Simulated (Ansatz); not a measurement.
# NiTe2 monolayer (1T): from the cell to its phonons

Task: relax NiTe2 monolayer (1T), then find its harmonic phonons.

Method: DFT PBEsol, scalar-relativistic, plane waves, PAW; PAW set soft_1, in Ansatz 0.2.0.

This is a report of a sequence of runs, with most program output left out.

**1. The structure**

The cell holds 3 atoms: 1 Ni and 2 Te. Its edges and angles: a = 3.680 Å, b = 3.680 Å, c = 20.000 Å, α = 90.0°, β = 90.0°, γ = 120.0°. It derives from NiTe2. Vacuum lies along c.

Coordinates:

```cif
data_structure
_symmetry_space_group_name_H-M 'P 1'
_symmetry_Int_Tables_number 1
_cell_length_a 3.6800
_cell_length_b 3.6800
_cell_length_c 20.0000
_cell_angle_alpha 90.000
_cell_angle_beta 90.000
_cell_angle_gamma 120.000
_cell_volume 234.56
loop_
_atom_site_label
_atom_site_type_symbol
_atom_site_fract_x
_atom_site_fract_y
_atom_site_fract_z
_atom_site_occupancy
Ni1 Ni 0.00000 0.00000 0.50000 1
Te2 Te 0.33333 0.66667 0.58280 1
Te3 Te 0.66667 0.33333 0.41720 1
```

**2. Rough relaxation**

A rough relaxation comes first, because large forces or stress need no tight tolerances yet.

The program solves this slab on a cell height of its own, 30.4 Å, in place of the one typed.

Input file input.yaml:

```yaml
crystal:
  lattice:
    - [3.68, 0.0, 0.0]
    - [-1.84, 3.18697, 0.0]
    - [0.0, 0.0, 20.0]
  atoms:
    - { symbol: Ni, position: [0.0, 0.0, 0.5] }
    - { symbol: Te, position: [0.333333, 0.666667, 0.5828] }
    - { symbol: Te, position: [0.666667, 0.333333, 0.4172] }
  periodic: [true, true, false]
kpoints:
  mp_grid: { grid: [6, 6, 1] }
hamiltonian:
  xc: pbesol
  pseudopotentials: { kind: paw, azcp: { folder: soft_1 }, xc_functional: pbe }
scf:
  occupations: { method: gaussian, width: 0.1 }
output:
  forces: true
  stress: true
  eigenvalues: true
relax:
  adjacent_minimum: "off"
  f_tol: 0.05
  max_steps: 80
  cell: { stress_2d_tol: 0.02 }
```

Command:

```
$ ansatz run input.yaml --threads 8 --pin off --max-ram 16384MiB --backend cpu --events-out ev --progress --plain --runs-dir out
```

Elapsed: 9.4 s, on 8 threads of Arm Neoverse V2, shared host; peak memory 0.75 GiB; 63 s of CPU time.

This run has no spin polarisation, although Ni can carry a moment.

Relaxation path:

```csv
step,energy less that of the first step (eV),largest force component (eV/Å),volume (Å³)
1,0.0000,1.5730,356.81
2,-0.4258,0.2410,350.59
3,-0.4375,0.1193,344.26
4,-0.4399,0.0312,343.33
5,-0.4399,0.0701,339.82
6,-0.4406,0.0001,341.62
7,-0.4407,0.0005,341.29
8*,-0.4397,0.0003,341.29
```

Relaxation steps marked * repeat the geometry before them on a plane-wave basis chosen anew for their cell, so energy and pressure can jump there. Relaxation step 5 was tried and not accepted.

The run keeps the 12 symmetry operations that it works with, so distortions that break them were not tested.

```csv
cell as run,before,after,change
a (Å),3.680,3.599,-2.2 %
b (Å),3.680,3.599,-2.2 %
```

The atoms that moved most (Å, along periodic axes as changes of fractional coordinates times the final cell, across vacuum about the mean position):

| atom | dx | dy | dz | length |
| --- | --- | --- | --- | --- |
| Te3 | 0.000 | 0.000 | 0.194 | 0.194 |
| Te2 | 0.000 | 0.000 | -0.194 | 0.194 |

The relaxed structure:

```
Ni Te
1.0
     3.59906    0.00000    0.00000
    -1.79953    3.11687    0.00000
     0.00000    0.00000   30.42400
Ni Te
1 2
Direct
  0.00000 0.00000 0.32869
  0.33333 0.66667 0.37675
  0.66667 0.33333 0.28063
```

This step gave:

- gap on the k-mesh: 0 eV
- area per atom: 3.739 Å²

The relaxation ends with a largest force component of 3.3e-4 eV/Å.

**3. Relaxation**

The cell and atoms are relaxed, since residual forces and stress would shift the frequencies.

Input file input.yaml:

```yaml
crystal:
  lattice:
    - [3.5990567079, 0.0, 0.0]
    - [-1.7995283539, 3.1168745387, 0.0]
    - [0.0, 0.0, 30.424]
  atoms:
    - { symbol: Ni, position: [0.0, 0.0, 0.328687878] }
    - { symbol: Te, position: [0.3333333333, 0.6666666667, 0.3767498852] }
    - { symbol: Te, position: [0.6666666667, 0.3333333333, 0.2806258708] }
  periodic: [true, true, false]
kpoints:
  mp_grid: { grid: [15, 15, 1] }
hamiltonian:
  xc: pbesol
  pseudopotentials: { kind: paw, azcp: { folder: soft_1 }, xc_functional: pbe }
scf:
  occupations: { method: gaussian, width: 0.1 }
output:
  forces: true
  stress: true
  eigenvalues: true
  write_density: true
  write_potential: true
  elf: true
  volumetric_format: npy
relax:
  adjacent_minimum: "off"
  f_tol: 0.005
  max_steps: 80
  cell: { stress_2d_tol: 0.02 }
```

The job ended after 25 s (8 threads; peak memory 1.1 GiB).

Step by step:

```
step  energy less that of the first step (eV)  largest force component (eV/Å)  volume (Å³)
   1                                   0.0000                          0.1869       341.29
   2                                  -0.0181                          0.0103       347.94
   3                                  -0.0023                          0.3391       368.05
   4                                  -0.0253                          0.0791       357.70
   5                                  -0.0262                          0.0142       356.10
   6                                  -0.0263                          0.0002       356.31
  7*                                  -0.0272                          0.0001       356.31
```

Relaxation steps marked * repeat the geometry before them on a plane-wave basis chosen anew for their cell, so energy and pressure can jump there. Relaxation step 3 was tried and not accepted.

The run keeps the 12 symmetry operations that it works with, so distortions that break them were not tested.

| cell as run | before | after | change |
| --- | --- | --- | --- |
| a (Å) | 3.599 | 3.677 | +2.2 % |
| b (Å) | 3.599 | 3.677 | +2.2 % |

The atoms that moved most (Å, along periodic axes as changes of fractional coordinates times the final cell, across vacuum about the mean position):

```
atom     dx     dy      dz  length
 Te3  0.000  0.000   0.077   0.077
 Te2  0.000  0.000  -0.077   0.077
```

The relaxed structure:

```cif
data_structure
_symmetry_space_group_name_H-M 'P 1'
_symmetry_Int_Tables_number 1
_cell_length_a 3.6774
_cell_length_b 3.6774
_cell_length_c 30.4240
_cell_angle_alpha 90.000
_cell_angle_beta 90.000
_cell_angle_gamma 120.000
_cell_volume 356.31
loop_
_atom_site_label
_atom_site_type_symbol
_atom_site_fract_x
_atom_site_fract_y
_atom_site_fract_z
_atom_site_occupancy
Ni1 Ni 0.00000 0.00000 0.32869 1
Te2 Te 0.33333 0.66667 0.37422 1
Te3 Te 0.66667 0.33333 0.28316 1
```

This step gave:

```
area per atom : 3.904 Å²
```

Electrostatic potential energy in the ac plane at fractional y = 0.000, with atoms of Ni within 0.2 Å of it. With pseudopotentials it is smooth inside the atoms' cores, unlike the true potential.

Values in eV, 24 rows by 14 columns, each cell a mean:
```
  0   0   0   0   0   0   0   0   0   0   0   0   0   0
  0   0   0   0   0   0   0   0   0   0   0   0   0   0
  0   0   0   0   0   0   0   0   0   0   0   0   0   0
  0   0   0   0   0   0   0   0   0   0   0   0   0   0
  0   0   0   0   0   0   0   0   0   0   0   0   0   0
  0   0   0   0   0   0   0   0   0   0   0   0   0   0
  0   0   0   0   0   0   0   0   0   0   0   0   0   0
  0   0   0   0   0   0   0   0   0   0   0   0   0   0
  0   0   0   0   0   0   0   0   0   0   0   0   0   0
  0   0   0   0   0   0   0   0   0   0   0   0   0   0
  0   0   0   0   0   0   0   0   0   0   0   0   0   0
  0   0   0   0   0   0   0   0   0   0   0   0   0   0
  0   0   0   0   0   0   0   0   0   0   0   0   0   0
  0   0   0   0  -1  -1  -1  -1  -1  -1   0   0   0   0
 -1  -1  -2  -3  -5  -7  -8  -9  -8  -6  -4  -3  -2  -1
 -8  -9 -10  -8  -7  -7  -8  -8  -7  -6  -7  -9 -10  -9
 -7  -9 -10  -9  -7  -6  -7  -7  -7  -6  -7 -10 -10  -8
 -1  -2  -2  -3  -5  -7  -9  -9  -9  -7  -4  -3  -2  -2
  0   0   0   0  -1  -1  -1  -1  -1  -1  -1   0   0   0
  0   0   0   0   0   0   0   0   0   0   0   0   0   0
  0   0   0   0   0   0   0   0   0   0   0   0   0   0
  0   0   0   0   0   0   0   0   0   0   0   0   0   0
  0   0   0   0   0   0   0   0   0   0   0   0   0   0
  0   0   0   0   0   0   0   0   0   0   0   0   0   0
```
Columns run along a (3.7 Å; values clipped at the 3rd and 97th percentile), rows up along c (30.4 Å). Atoms in or near the plane, at fractional coordinates: Ni at (0.00, 0.33).

Valence density in the ac plane at fractional y = 0.000, with atoms of Ni within 0.2 Å of it. It is the smooth field of the valence electrons, not physical close to the nuclei.

Ten steps, logarithmic in the rise over the least value, from '0' (0 e/Å³) to '9' (16 e/Å³), each cell a mean:
```
00000000000000
00000000000000
00000000000000
00000000000000
00000000000000
00000000000000
00000000000000
00000000000000
00000000000000
00000000000000
00000000000000
00000000000000
00000000000000
00000000000000
00011122211100
98522222222368
98532222222369
00111222211110
00000000000000
00000000000000
00000000000000
00000000000000
00000000000000
00000000000000
```
Columns run along a (3.7 Å), rows up along c (30.4 Å). Atoms in or near the plane, at fractional coordinates: Ni at (0.00, 0.33).

ELF in the ac plane at fractional y = 0.000, with atoms of Ni within 0.2 Å of it. It is the smooth field of the valence electrons, not physical close to the nuclei.

Ten even steps from '0' (0.00) to '9' (0.61), each cell a mean:
```
00000000000000
00000000000000
00000000000000
00000000000000
00000000000000
00000000000000
00000000000000
00000000000000
00000000000000
00000000000000
00000000000000
00000000000000
00000000000000
00012456532000
12358999997421
75446766775446
86445666665447
12368999998532
00013466642100
00000000000000
00000000000000
00000000000000
00000000000000
00000000000000
```
Columns run along a (3.7 Å), rows up along c (30.4 Å). Atoms in or near the plane, at fractional coordinates: Ni at (0.00, 0.33).

**4. Relaxing to small forces for the phonons**

Phonons need a cell at rest on their own settings, so the relaxation is repeated with tight tolerances on forces and stress, using the mesh and the filling of the phonon run that follows.

Input file input.yaml:

```yaml
crystal:
  lattice:
    - [3.677375954, 0.0, 0.0]
    - [-1.838687977, 3.1847009954, 0.0]
    - [0.0, 0.0, 30.424]
  atoms:
    - { symbol: Ni, position: [0.0, 0.0, 0.328687878] }
    - { symbol: Te, position: [0.3333333333, 0.6666666667, 0.374215523] }
    - { symbol: Te, position: [0.6666666667, 0.3333333333, 0.283160233] }
  periodic: [true, true, false]
kpoints:
  mp_grid: { grid: [18, 18, 1] }
hamiltonian:
  xc: pbesol
  pseudopotentials: { kind: paw, azcp: { folder: soft_1 }, xc_functional: pbe }
scf:
  occupations: { method: methfessel_paxton, width: 0.2 }
output:
  forces: true
  stress: true
  eigenvalues: true
relax:
  adjacent_minimum: "off"
  f_tol: 0.001
  max_steps: 60
  cell: { stress_2d_tol: 0.002 }
```

Run time: 24 s. Hardware: 8 threads; peak memory 1.1 GiB; 3 min of CPU time.

Relaxation path:

```
step  energy less that of the first step (eV)  largest force component (eV/Å)  volume (Å³)
   1                                   0.0000                          0.0401       356.31
   2                                  -0.0011                          0.0116       358.38
   3                                  -0.0014                          0.0321       360.88
   4                                  -0.0015                          0.0055       360.80
   5                                  -0.0015                          0.0000       360.94
  6*                                  -0.0018                          0.0000       360.94
```

Relaxation steps marked * repeat the geometry before them on a plane-wave basis chosen anew for their cell, so energy and pressure can jump there.

The run keeps the 12 symmetry operations that it works with, so distortions that break them were not tested.

| cell as run | before | after | change |
| --- | --- | --- | --- |
| a (Å) | 3.677 | 3.701 | +0.6 % |
| b (Å) | 3.677 | 3.701 | +0.6 % |

The atoms that moved most (Å, along periodic axes as changes of fractional coordinates times the final cell, across vacuum about the mean position):

| atom | dx | dy | dz | length |
| --- | --- | --- | --- | --- |
| Te2 | 0.000 | 0.000 | -0.021 | 0.021 |
| Te3 | 0.000 | 0.000 | 0.021 | 0.021 |

The relaxed structure:

```xyz
3
Lattice="3.7012 0.0000 0.0000 -1.8506 3.2053 0.0000 0.0000 0.0000 30.4240" Properties=species:S:1:pos:R:3
Ni    0.0000    0.0000   10.0000
Te    0.0000    2.1369   11.3642
Te    1.8506    1.0684    8.6358
```

This step gave:

```
area per atom : 3.955 Å²
```

The largest force component left is 0.027 meV/Å, within the tolerances set.

**5. Modes at Γ**

The zone centre comes first: it holds the modes that light can see, as far as symmetry allows. No field response is asked, since the mesh shows no gap.

input.yaml, the sections that differ from step 4:

```yaml
crystal:
  lattice:
    - [3.7012049514, 0.0, 0.0]
    - [-1.8506024757, 3.2053375125, 0.0]
    - [0.0, 0.0, 30.424]
  atoms:
    - { symbol: Ni, position: [0.0, 0.0, 0.328687878] }
    - { symbol: Te, position: [0.3333333333, 0.6666666667, 0.3735279717] }
    - { symbol: Te, position: [0.6666666667, 0.3333333333, 0.2838477843] }
  periodic: [true, true, false]
output:
  eigenvalues: true
phonons:
  method: dfpt
# kpoints, hamiltonian, scf: as in step 4
# relax: removed
```

Run time: 2 min. Hardware: 8 threads; peak memory 3.2 GiB.

Numbers from this step:

```yaml
sum_rule_residual_before_enforcement: 6.84e-5 eV/Å²
point_group: -3m
highest_optical_mode_at_the_zone_centre_no_lo_to_term: 244.7 cm⁻¹
lowest_optical_zone_centre_mode: 108.4 cm⁻¹
```

Patterns of degenerate modes are one choice out of their space. The modes at Γ (shares of kinetic energy by element, %):

```csv
mode,frequency (cm⁻¹),symmetry,Ni %,Te %
1,0.0,acoustic,19,81
2,0.0,acoustic,19,81
3,0.0,acoustic,19,81
4,108.4,Eg,0,100
5,108.4,Eg,0,100
6,138.8,A1g,0,100
7,236.6,Eu,81,19
8,236.6,Eu,81,19
9,244.7,A2u,81,19
```

Displacements in mode 4 (108.4 cm⁻¹), the largest set to 1:
```
Ni1  0.00  0.00  0.00
Te2 -1.00 -0.24  0.00
Te3  1.00  0.24  0.00
```

Displacements in mode 8 (236.6 cm⁻¹), the largest set to 1:
```
Ni1  1.00  0.00  0.00
Te2 -0.23  0.00  0.00
Te3 -0.23  0.00  0.00
```

Before it was imposed, the acoustic sum rule was missed by 6.8e-5 eV/Å². Small misses are needed for a sound result but don't prove that mesh and cutoff are converged. The lowest optical mode is real, 108 cm⁻¹.

**6. Response at finite wavevector**

Stability and thermal properties need the whole zone. Linear response on a 4×4×1 q mesh gives force constants as far as a supercell of that size would.

input.yaml, as its differences from that of step 5:

```diff
@@ -11,3 +11,3 @@
 kpoints:
-  mp_grid: { grid: [18, 18, 1] }
+  mp_grid: { grid: [20, 20, 1] }
 hamiltonian:
@@ -21 +21,10 @@
   method: dfpt
+  qmesh: [4, 4, 1]
+  temperatures: { t_max: 1000, t_step: 50 }
+  qpath:
+    path:
+      - [0.0, 0.0, 0.0]
+      - [0.5, 0.0, 0.0]
+      - [0.33333333, 0.33333333, 0.0]
+      - [0.0, 0.0, 0.0]
+    npoints: 10
```

It took 14 min on 8 threads; peak memory 8.7 GiB.

Numbers from this step:

| Quantity | Value |
| --- | --- |
| sum-rule residual before enforcement | 8.45e-5 eV/Å² |
| lowest frequency on the path | 0 cm⁻¹ |
| highest frequency on the path or at a solved wavevector | 246.6 cm⁻¹ |
| mean frequency | 136.3 cm⁻¹ |
| highest optical mode at the zone centre (no LO-TO term) | 244.2 cm⁻¹ |
| lowest optical zone-centre mode | 106.2 cm⁻¹ |
| lowest mode on the q mesh (acoustic modes at Γ apart) | 27.05 cm⁻¹ |
| zero-point energy per atom | 25.33 meV |
| heat capacity at 300 K | 23.81 J/(mol atoms K) |
| vibrational entropy at 300 K | 41.09 J/(mol atoms K) |
| edges of the widest gap between branches, on path and mesh | 136.6, 234.1 cm⁻¹ |

Frequencies (cm⁻¹) solved at each irreducible wavevector; negative means imaginary. Frequencies by wavevector, by row:

| q in reciprocal lattice units | star | mode 1 | mode 2 | mode 3 | mode 4 | mode 5 | mode 6 | mode 7 | mode 8 | mode 9 |
| --- | --- | --- | --- | --- | --- | --- | --- | --- | --- | --- |
| 0 0 0 | 1 | 0 | 0 | 0 | 106.2 | 106.2 | 132.2 | 236 | 236 | 244.2 |
| 0 0.25 0 | 6 | 27.1 | 45 | 68.8 | 101.1 | 107.8 | 135.8 | 235.5 | 237.1 | 239.3 |
| 0 -0.5 0 | 3 | 56.9 | 61.1 | 97.9 | 101.8 | 110.7 | 126.6 | 235 | 238.3 | 246.6 |
| 0.25 0.25 0 | 6 | 48.3 | 75 | 85.6 | 91.5 | 109 | 127.8 | 234.3 | 235.1 | 242.4 |

Interpolated from a 4×4×1 q mesh. Phonon branches along the path, in cm⁻¹:

```csv
point,branch 1,branch 2,branch 3,branch 4,branch 5,branch 6,branch 7,branch 8,branch 9
Γ,0,0,0,106,106,132,236,236,244
halfway,27,45,69,101,108,136,236,237,239
M,57,61,98,102,111,127,235,238,247
halfway,54,80,90,92,106,126,235,236,243
K,55,86,86,93,93,125,236,236,240
halfway,31,65,68,99,108,134,235,235,240
Γ,0,0,0,106,106,132,236,236,244
```

The phonon density of states has structure finer than the step of the table below, so its rows give means over 5 cm⁻¹, whole bins alone (the curve runs from 1 to 247 cm⁻¹). Peaks (cm⁻¹: height): 101.0: 0.149, 111.0: 0.161, 127.0: 0.153, 235.0: 0.606, 243.0: 0.176.

Tetrahedra on a 20×20×1 mesh, mean over bins of 2 cm-1. Interpolated from a 4×4×1 q mesh. The phonon density of states by wavenumber; means over each step:

```csv
wavenumber (cm⁻¹),phonon density of states (1/cm⁻¹/cell)
5,0.00763
10,0.0108
15,0.0134
20,0.0159
25,0.0179
30,0.0205
35,0.0236
40,0.0281
45,0.0358
50,0.0565
55,0.0659
60,0.0385
65,0.0387
70,0.0360
75,0.0334
80,0.0338
85,0.0563
90,0.0872
95,0.0616
100,0.0960
105,0.0983
110,0.115
115,0.00803
120,0
125,0.0538
130,0.0751
135,0.0646
140,0.00653
145,0
150,0
155,0
160,0
165,0
170,0
175,0
180,0
185,0
190,0
195,0
200,0
205,0
210,0
215,0
220,0
225,0
230,9.3e-5
235,0.342
240,0.173
```

(Part 1 of 2 ends here.)

[Logs are printed without paths, hosts, clocks, repeated set-up lines and the standing remarks that a program may print on its own settings, such as how far it seeks lower states.]

[Hosts, paths, dates, database ids (printed as entryN), source tags and the programs' standing remarks are cut or masked in the printed files.]
